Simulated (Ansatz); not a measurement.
# Calculated records

**Na3PaF8 (I4/mmm): Hubbard U and Hund's J by constrained RPA**

It takes space group I4/mmm (No. 139, tetragonal). The conventional cell has a = 5.493 Å, b = 5.493 Å, c = 10.970 Å, α = 90.00°, β = 90.00°, γ = 90.00°. Nearest to Na lie 8 F at 2.46 Å. Nearest to Na lie 8 F at 2.39 Å. Nearest to Pa lie 8 F at 2.21 Å. Nearest to F lie 1 Pa at 2.21 Å and 3 Na at 2.39 to 2.46 Å. Farther neighbours and most contacts between anions are not listed.

```xyz
12
Lattice="5.4850 -2.7465 2.7465 5.4850 2.7465 -2.7465 -5.4850 2.7465 2.7465" Properties=species:S:1:pos:R:3 pbc="T T T"
Na    2.7425    0.0000    2.7465
Na    2.7425    2.7465    0.0000
Na    5.4850    0.0000    0.0000
Pa    0.0000    0.0000    0.0000
F     1.2352    1.2980    1.2980
F     6.7202    1.4485   -1.4485
F     6.7202    1.4485    1.4485
F     6.7202   -1.4485    1.4485
F     4.2498   -1.4485    1.4485
F     4.2498    1.4485    1.4485
F     4.2498    1.4485   -1.4485
F    -1.2352    1.2980    1.2980
```

```yaml
method: DFT, LDA, plane waves, PAW (and 1 further level or step)
program: Ansatz 0.2.0
settings_of_one_run: cutoff 420 eV, 8×8×8 k-mesh, smearing width 0.08 eV, default PAW, coordination {"Pa": "cubic"}, magnetic state non-magnetic by constraint
cost: 2 runs, 14 min in all on 8 threads of Arm Neoverse V2, shared host (the runs of this entry)
notes: The cell and positions come from the Crystallography Open Database and are kept as given unless a step says otherwise. Limits: no spin polarisation; no spin-orbit coupling. Spin-orbit coupling, which is strong for atoms this heavy, is left out.
pa_f: U 5.99 eV, U′ 5.26 eV, J 0.35 eV, bare V 16.9 eV
method: constrained RPA on non-magnetic LDA, 4×4×4 mesh, static; search for lower states off
```

For Pa f, screening cuts the on-site interaction from 16.88 eV to 5.99 eV (36 %), while J goes only from 0.49 eV to 0.35 eV: the monopole is screened far more than the multipoles. U − 2J differs from U′ by +0.03 eV, so the Kanamori relation holds well.

[Paths, hosts, dates, memory and timing lines, banners, echoed tables and standing remarks are left out of the program output.]

[Logs are printed without paths, hosts, clocks, repeated set-up lines and the standing remarks that a program may print on its own settings, such as how far it seeks lower states.]

[Runs of the session that timed out or met a known fault of the program may be left out.]

[Hosts, paths, dates, database ids (printed as entryN), source tags and the programs' standing remarks are cut or masked in the printed files.]
